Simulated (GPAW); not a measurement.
## WS2 (2H monolayer): G0W0 on several meshes in GPAW

Aim: the GW shift of WS2 (2H monolayer) against the k mesh.

Main program and level: GPAW 26.7.0; LDA and many-body steps on it, plane waves.

## 1. Set-up

The cell holds 3 atoms: 1 W and 2 S. Its edges and angles: a = 3.122 Å, b = 3.122 Å, c = 14.500 Å, α = 90.0°, β = 90.0°, γ = 120.0°. Vacuum lies along c.

As a file:

```
W S
1.0
     3.12241    0.00000    0.00000
    -1.56120    2.70408    0.00000
     0.00000    0.00000   14.50000
W S
1 2
Direct
  0.33333 0.66667 0.50000
  0.66667 0.33333 0.60754
  0.66667 0.33333 0.39246
```

The structure was relaxed with LDA. The runs that relaxed it are not among those shown. Spin-orbit coupling is left out unless a step names it.

## 2. Empty states on the mesh, 9×9×1 mesh, 208 bands

This step: GPAW 26.7.0; DFT, LDA, plane waves, PAW.

The sums over transitions need many empty states on a uniform mesh; this step solves for them.

Input file run.py:

```python
import json
import numpy as np
from gpaw.mpi import world
from gpaw import GPAW

calc = GPAW('gs.gpw').fixed_density(kpts={'size': (9, 9, 1), 'gamma': True},
    parallel={'domain': 1, 'band': 1},
    txt='nscf.txt')
calc.diagonalize_full_hamiltonian(nbands=208)
calc.write('full.gpw', mode='all')
res = {}
kpts = calc.get_ibz_k_points()
res['kpts'] = kpts
res['eigenvalues'] = [calc.get_eigenvalues(kpt=k) for k in range(len(kpts))]
res['n_electrons'] = calc.get_number_of_electrons()

if world.rank == 0:
    with open('result.json', 'w') as f:
        json.dump(res, f, default=lambda x: x.tolist())
```

Run with:

```
> mpirun -n 4 gpaw python run.py
```

Numbers of over 12 decimals in the logs are rounded to 6 here.

Output:

```text
Diagonalizing LCAO Hamiltonian
Converting LCAO to pw mode
convergence criteria:
- Maximum integral of absolute [eigenst]ate change: 4e-08 eV^2 / valence electron
maximum number of iterations: 100

SCF iterations
|iter     |     time |      energy | eigst |  dens |
|iter:   1|  |             | +0.53 |       |
|iter:   2|  |             | -0.93 |       |
|iter:   3|  |             | -2.17 |       |
[...]
|iter:  11|  |             | -6.79 |       |
|iter:  12|  |             | -7.28 |       |
|iter:  13|  |             | -7.59c|       |
SCF steps: 13
  __  _  _
 | _ |_)|_||  |
 |__||  | ||/\| - 26.7.0

Input parameters:
  mode=PW(ecut=450.000000),
  convergence={'density': 1e-06, 'bands': -3},
  gpts=array([16, 16, 72]),
  kpts=MonkhorstPack(size=(9, 9, 1), gamma=True),
  maxiter=100,
  nbands=20,
  occupations=Occupations(name='fermi-dirac', width=0.001, fixmagmom=False),
  parallel={'domain': 1, 'band': 1},
  xc=XC(name='LDA')
Matrix size: 2703x2703
# Writing to full.gpw (mode='all')
  [... matrices ...]

timing:  # [seconds]
  Total: 68.312  # ━━━━━━━━━━━━━━━━━━━━━━━━━━━━━━━━━━━━━━━━━━━━━━━━━━━━━━━━━━
```

Elapsed: 74 s, on 4 MPI ranks of Arm Neoverse V1, shared host; peak memory 2.9 GiB.

Numbers from this step:

| Item | Value |
| --- | --- |
| gap | 1.996 eV |
| k of the valence top | 0.3333, 0.3333, 0 |
| k of the conduction bottom | 0.3333, 0.3333, 0 |
| least direct gap | 1.996 eV |
| k points computed | 12 |
| lowest point of the top converged band, above the valence top | 76.1609 eV |

On this mesh the gap is 1.996 eV.

## 3. 9×9×1

Now the one-shot GW correction: screening in the RPA, then the self-energy of the levels asked for.

This step: G0W0 on LDA, plane waves, PAW.

Input file run.py:

```python
import json
import numpy as np
from gpaw.mpi import world
from gpaw.response.g0w0 import G0W0

gw = G0W0('full.gpw',
    filename='gw',
    kpts=[0, 6],
    bands=(11, 15),
    ecut=48,
    nbands=92,
    truncation='2D',
    integrate_gamma='sphere',
    q0_correction=True,
    frequencies={'type': 'nonlinear', 'domega0': 0.15, 'omega2': 15.0},
    eta=0.1,
    nblocksmax=True)
gw.calculate()
res = {mode: {k: v for k, v in r.items() if k != 'sigma_eskwn'}
       for mode, r in gw.all_results.items()}

if world.rank == 0:
    with open('result.json', 'w') as f:
        json.dump(res, f, default=lambda x: x.tolist())
```

Run with:

```
> mpirun -n 4 gpaw python run.py
```

Output:

```text
Using integrator: PointIntegrator
NonLinearFrequencyDescriptor(from 0.000 to 118.739 eV, 186 points)
Nonperiodic BCs:  [False False  True]
Using integrator: PointIntegrator
NonLinearFrequencyDescriptor(from 0.000 to 118.739 eV, 186 points)
Nonperiodic BCs:  [False False  True]
Applying analytical 2D correction to W:
    Evaluating Gamma point contribution to W on a 19x19x1 grid
  ___  _ _ _
 |   || | | |
 | | || | | |
 |__ ||_____|
 |___|

BZ k-points: Symmetries present (total): 12

  [... matrices ...]
81 k-points: 9 x 9 x 1 Monkhorst-Pack grid
12 k-points in the irreducible part of the Brillouin zone
       k-points in crystal coordinates                weights
   0:     0.00000000    0.00000000    0.00000000          1/81
   1:     0.11111111    0.00000000    0.00000000          6/81
   2:     0.22222222   -0.11111111    0.00000000          6/81
   3:     0.22222222    0.00000000    0.00000000          6/81
   4:     0.33333333   -0.11111111    0.00000000         12/81
   5:     0.33333333    0.00000000    0.00000000          6/81
   6:     0.33333333    0.33333333    0.00000000          2/81
   7:     0.44444444   -0.22222222    0.00000000          6/81
   8:     0.44444444   -0.11111111    0.00000000         12/81
   9:     0.44444444    0.00000000    0.00000000          6/81
          ...
  11:     0.44444444    0.44444444    0.00000000          6/81

Distributing spins, k-points and bands (1 x 2 x 4) over 1 process
Number of blocks: 4

Quasi particle states:
k-points (IBZ indices): [0, 6]
Band range: (11, 15)
  [... matrices ...]
Computational parameters:
Plane wave cut-off: 48 eV
Number of bands: 92
Coulomb cutoff: 2D
Broadening: 0.1 eV

fxc modes: GW
Kernel: RPA
Using full-frequency real axis integration
Summing all q:

Calculating screened Coulomb potential
2D Coulomb truncation
NonLinearFrequencyDescriptor(from 0.000 to 118.739 eV, 186 points)
Removing empty qpoint cache files...

Calculating chi0 body with:
    Ground state adapter containing:
    Number of spins: 1
    Number of kpoints: 81
    Number of irreducible kpoints: 12
    Number of completely occupied states: 13
    Number of partially occupied states: 13
    Occupied states memory: 3.65625 M / cpu

    Linear response parametrization:
    q_c: [0.0, 0.0, 0.0]
    Number of frequency points: 186
    Planewave cutoff: 48.0
    Number of bands: 92
    Number of planewaves: 95
    Broadening (eta): 0.1
    comm.size: 4
    kncomm.size: 1
    blockcomm.size: 4

    Memory estimate of potentially large arrays:
        chi0_wGG: 6.403542 M / cpu
Integrating chi0 body.

Symmetries of q_c:
    Direct symmetries (Uq -> q): 12
    Indirect symmetries (TUq -> q): 12
In total 24 allowed symmetries.

  [... matrices ...]
12 groups of equivalent kpoints. 85.185185% reduction.

Integral kind: spectral function
Integrating chi0 head and wings.

Symmetries of q_c:
    Direct symmetries (Uq -> q): 12
    Indirect symmetries (TUq -> q): 12
In total 24 allowed symmetries.

  [... matrices ...]
12 groups of equivalent kpoints. 85.185185% reduction.

Integral kind: spectral function wings

Calculating chi0 body with:
    Ground state adapter containing:
    Number of spins: 1
    Number of kpoints: 81
    Number of irreducible kpoints: 12
    Number of completely occupied states: 13
    Number of partially occupied states: 13
    Occupied states memory: 3.65625 M / cpu

[... the further q-points ...]

Results:
f:      Occupation numbers
eps:     KS-eigenvalues [eV]
vxc:     KS vxc [eV]
exx:     Exact exchange [eV]
sigma:   Self-energies [eV]
dsigma:  Self-energy derivatives
Z:       Renormalization factors
qp:      QP-energies [eV]

k-point 0 (0): (0.000, 0.000, 0.000)                GW
band       f     eps     vxc     exx   sigma  dsigma       Z      qp
                                                                   GW
  11   1.000  -1.488 -18.785 -20.381   1.957  -0.323   0.756  -1.215
  12   1.000  -0.089 -17.281 -18.165   1.172  -0.321   0.757   0.129
  13   0.000   3.130 -18.616 -13.693  -3.000  -0.327   0.754   4.580
  14   0.000   3.130 -18.616 -13.693  -3.000  -0.327   0.754   4.580

k-point 1 (6): (0.333, 0.333, 0.000)                GW
band       f     eps     vxc     exx   sigma  dsigma       Z      qp
                                                                   GW
  11   1.000  -2.310 -16.926 -19.977   2.928  -0.393   0.718  -2.399
  12   1.000   0.066 -18.539 -18.878   0.871  -0.317   0.759   0.470
  13   0.000   2.062 -20.341 -15.901  -2.482  -0.305   0.766   3.562
  14   0.000   3.369 -17.188 -12.005  -3.310  -0.319   0.758   4.789
```

The job ended after 78 s (4 MPI ranks; peak memory 1.6 GiB; 5.2 min of CPU time).

This step gave:

```
G0W0 gap on the points computed              : 3.092 eV
least direct G0W0 gap on the computed points : 3.092 eV
Z at the valence top                         : 0.7593
Z at the conduction bottom                   : 0.7662
starting gap on the mesh                     : 1.996 eV
k of the valence top                         : 0.3333, 0.3333, 0
k of the conduction bottom                   : 0.3333, 0.3333, 0
```

The gap on the mesh goes from 2.00 eV to 3.09 eV, a correction of +1.10 eV.

## 4. Empty states on the mesh, 6×6×1 mesh, 102 bands

This step: DFT, LDA, plane waves, PAW.

Input file run.py:

```python
import json
import numpy as np
from gpaw.mpi import world
from gpaw import GPAW

calc = GPAW('gs.gpw').fixed_density(kpts={'size': (6, 6, 1), 'gamma': True},
    nbands=119,
    convergence={'bands': 102},
    txt='nscf.txt')
calc.write('full.gpw', mode='all')
res = {}
kpts = calc.get_ibz_k_points()
res['kpts'] = kpts
res['eigenvalues'] = [calc.get_eigenvalues(kpt=k) for k in range(len(kpts))]
res['n_electrons'] = calc.get_number_of_electrons()

if world.rank == 0:
    with open('result.json', 'w') as f:
        json.dump(res, f, default=lambda x: x.tolist())
```

Run with:

```
> mpirun -n 4 gpaw python run.py
```

Output:

```text
Diagonalizing LCAO Hamiltonian
Converting LCAO to pw mode
convergence criteria:
- Maximum integral of absolute [eigenst]ate change: 4e-08 eV^2 / valence electron
maximum number of iterations: 100

SCF iterations
|iter     |     time |      energy | eigst |  dens |
|iter:   1|  |             | +3.94 |       |
|iter:   2|  |             | +2.73 |       |
|iter:   3|  |             | +1.57 |       |
[...]
|iter:  12|  |             | -7.01 |       |
|iter:  13|  |             | -7.36 |       |
|iter:  14|  |             | -7.94c|       |
SCF steps: 14
  __  _  _
 | _ |_)|_||  |
 |__||  | ||/\| - 26.7.0

Input parameters:
  mode=PW(ecut=450.000000),
  convergence={'bands': 102},
  gpts=array([16, 16, 72]),
  kpts=MonkhorstPack(size=(6, 6, 1), gamma=True),
  maxiter=100,
  nbands=119,
  occupations=Occupations(name='fermi-dirac', width=0.001, fixmagmom=False),
  parallel={},
  xc=XC(name='LDA')
# Writing to full.gpw (mode='all')
  [... matrices ...]

timing:  # [seconds]
  Total: 0.042  # ━━━━━━━━━━━━━━━━━━━━━━━━━━━━━━━━━━━━━━━━━━━━━━━━━━━━━━━━━━━
```

Run time: 18 s. Hardware: 4 MPI ranks; peak memory 0.79 GiB; 73 s of CPU time.

This step gave:

```yaml
gap: 1.996 eV
k_of_the_valence_top: 0.3333, 0.3333, 0
k_of_the_conduction_bottom: 0.3333, 0.3333, 0
least_direct_gap: 1.996 eV
k_points_computed: 7
lowest_point_of_the_top_converged_band_above_the_valence_top: 43.68 eV
```

On this mesh the gap is 1.996 eV.

## 5. 6×6×1

This step: G0W0 on LDA, plane waves, PAW.

Input file run.py:

```python
import json
import numpy as np
from gpaw.mpi import world
from gpaw.response.g0w0 import G0W0

gw = G0W0('full.gpw',
    filename='gw',
    kpts=[0, 4],
    bands=(11, 15),
    ecut=48,
    nbands=92,
    truncation='2D',
    integrate_gamma='sphere',
    q0_correction=True,
    frequencies={'type': 'nonlinear', 'domega0': 0.15, 'omega2': 15.0},
    eta=0.1,
    nblocksmax=True)
gw.calculate()
res = {mode: {k: v for k, v in r.items() if k != 'sigma_eskwn'}
       for mode, r in gw.all_results.items()}

if world.rank == 0:
    with open('result.json', 'w') as f:
        json.dump(res, f, default=lambda x: x.tolist())
```

Run with:

```
> mpirun -n 4 gpaw python run.py
```

Output:

```text
Using integrator: PointIntegrator
NonLinearFrequencyDescriptor(from 0.000 to 116.041 eV, 185 points)
Nonperiodic BCs:  [False False  True]
Using integrator: PointIntegrator
NonLinearFrequencyDescriptor(from 0.000 to 116.041 eV, 185 points)
Nonperiodic BCs:  [False False  True]
Applying analytical 2D correction to W:
    Evaluating Gamma point contribution to W on a 29x29x1 grid
  ___  _ _ _
 |   || | | |
 | | || | | |
 |__ ||_____|
 |___|

BZ k-points: Symmetries present (total): 12

  [... matrices ...]
36 k-points: 6 x 6 x 1 Monkhorst-Pack grid + [1/12,1/12,0.000000]
7 k-points in the irreducible part of the Brillouin zone
       k-points in crystal coordinates                weights
   0:     0.00000000    0.00000000    0.00000000          1/36
   1:     0.16666667    0.00000000    0.00000000          6/36
   2:     0.33333333   -0.16666667    0.00000000          6/36
   3:     0.33333333    0.00000000    0.00000000          6/36
   4:     0.33333333    0.33333333    0.00000000          2/36
   5:     0.50000000    0.33333333    0.00000000         12/36
   6:     0.50000000    0.50000000    0.00000000          3/36

Distributing spins, k-points and bands (1 x 2 x 4) over 1 process
Number of blocks: 4

Quasi particle states:
k-points (IBZ indices): [0, 4]
Band range: (11, 15)
  [... matrices ...]
Computational parameters:
Plane wave cut-off: 48 eV
Number of bands: 92
Coulomb cutoff: 2D
Broadening: 0.1 eV

fxc modes: GW
Kernel: RPA
Using full-frequency real axis integration
Summing all q:

Calculating screened Coulomb potential
2D Coulomb truncation
NonLinearFrequencyDescriptor(from 0.000 to 116.041 eV, 185 points)
Removing empty qpoint cache files...

Calculating chi0 body with:
    Ground state adapter containing:
    Number of spins: 1
    Number of kpoints: 36
[...]
q_c: [1.3877787807814457e-17, 1.3877787807814457e-17, 0.0]
    Number of frequency points: 185
    Planewave cutoff: 48.0
    Number of bands: 92
    Number of planewaves: 95
    Broadening (eta): 0.1
    comm.size: 4
    kncomm.size: 1
    blockcomm.size: 4

    Memory estimate of potentially large arrays:
        chi0_wGG: 6.369114 M / cpu
Integrating chi0 body.

Symmetries of q_c:
    Direct symmetries (Uq -> q): 12
    Indirect symmetries (TUq -> q): 12
In total 24 allowed symmetries.

  [... matrices ...]
7 groups of equivalent kpoints. 80.555556% reduction.

Integral kind: spectral function
Integrating chi0 head and wings.

Symmetries of q_c:
    Direct symmetries (Uq -> q): 12
    Indirect symmetries (TUq -> q): 12
In total 24 allowed symmetries.

  [... matrices ...]
7 groups of equivalent kpoints. 80.555556% reduction.

Integral kind: spectral function wings

Calculating chi0 body with:
    Ground state adapter containing:
    Number of spins: 1
    Number of kpoints: 36
    Number of irreducible kpoints: 7
    Number of completely occupied states: 13
    Number of partially occupied states: 13
[... the further q-points ...]

Results:
f:      Occupation numbers
eps:     KS-eigenvalues [eV]
vxc:     KS vxc [eV]
exx:     Exact exchange [eV]
sigma:   Self-energies [eV]
dsigma:  Self-energy derivatives
Z:       Renormalization factors
qp:      QP-energies [eV]

k-point 0 (0): (0.000, 0.000, 0.000)                GW
band       f     eps     vxc     exx   sigma  dsigma       Z      qp
                                                                   GW
  11   1.000  -1.488 -18.785 -20.375   1.924  -0.316   0.760  -1.235
  12   1.000  -0.089 -17.281 -18.144   1.132  -0.330   0.752   0.113
  13   0.000   3.130 -18.616 -13.702  -2.967  -0.324   0.755   4.601
[...]
k-point 1 (4): (0.333, 0.333, 0.000)                GW
band       f     eps     vxc     exx   sigma  dsigma       Z      qp
                                                                   GW
[...]
13   0.000   2.062 -20.341 -15.832  -2.538  -0.316   0.760   3.561
  14   0.000   3.369 -17.188 -12.007  -3.273  -0.329   0.752   4.804
```

The job ended after 25 s (4 MPI ranks; peak memory 1.2 GiB; 1.7 min of CPU time).

Numbers from this step:

```yaml
g0w0_gap_on_the_points_computed: 3.117 eV
least_direct_g0w0_gap_on_the_computed_points: 3.117 eV
z_at_the_valence_top: 0.7543
z_at_the_conduction_bottom: 0.7602
starting_gap_on_the_mesh: 1.996 eV
k_of_the_valence_top: 0.3333, 0.3333, 0
k_of_the_conduction_bottom: 0.3333, 0.3333, 0
```

Against G0W0 in GPAW (9×9×1 mesh, 92 bands, screening to 48 eV, full frequency, Hilbert transform), the gap moves by +0.024 eV.

## 6. The runs together

Times are wall times on 4 MPI ranks of Arm Neoverse V1, shared host, good to a factor of about two.

| run | mesh | bands | screening cutoff (eV) | DFT gap (eV) | gap on the mesh (eV) | direct (eV) | time |
| --- | --- | --- | --- | --- | --- | --- | --- |
| 9×9×1 | 9×9×1 | 92 | 48 | 1.996 | 3.092 | 3.092 | 78 s |
| 6×6×1 | 6×6×1 | 92 | 48 | 1.996 | 3.117 | 3.117 | 25 s |

## 7. Results

```json
{
  "9×9×1": "3.092 eV",
  "6×6×1": "3.117 eV",
  "known limits": "not at the basis limit; no spin-orbit coupling"
}
```

6×6×1: +0.024 eV against 9×9×1. Bands and cutoff are finite, so the gap is not at the basis limit. The miss can reach some tenths of an eV and take either sign; the mesh is an error of its own. These stock PAW sets were not made for GW; the filled d or f shell of W lies in the frozen core, which bears on start and correction. In the G0W0 runs levels were corrected at 2 k points alone, so a gap called «on the mesh» is the least over those, and an edge elsewhere would be missed. The many-body steps are scalar-relativistic: spin-orbit coupling is not in them.

[Paths, hosts, dates, memory and timing lines, banners, echoed tables and standing remarks are left out of the program output.]

[Logs are printed without paths, hosts, clocks, repeated set-up lines and the standing remarks that a program may print on its own settings, such as how far it seeks lower states.]

[Runs of the session that timed out or met a known fault of the program may be left out.]

[Hosts, paths, dates, database ids (printed as entryN), source tags and the programs' standing remarks are cut or masked in the printed files.]
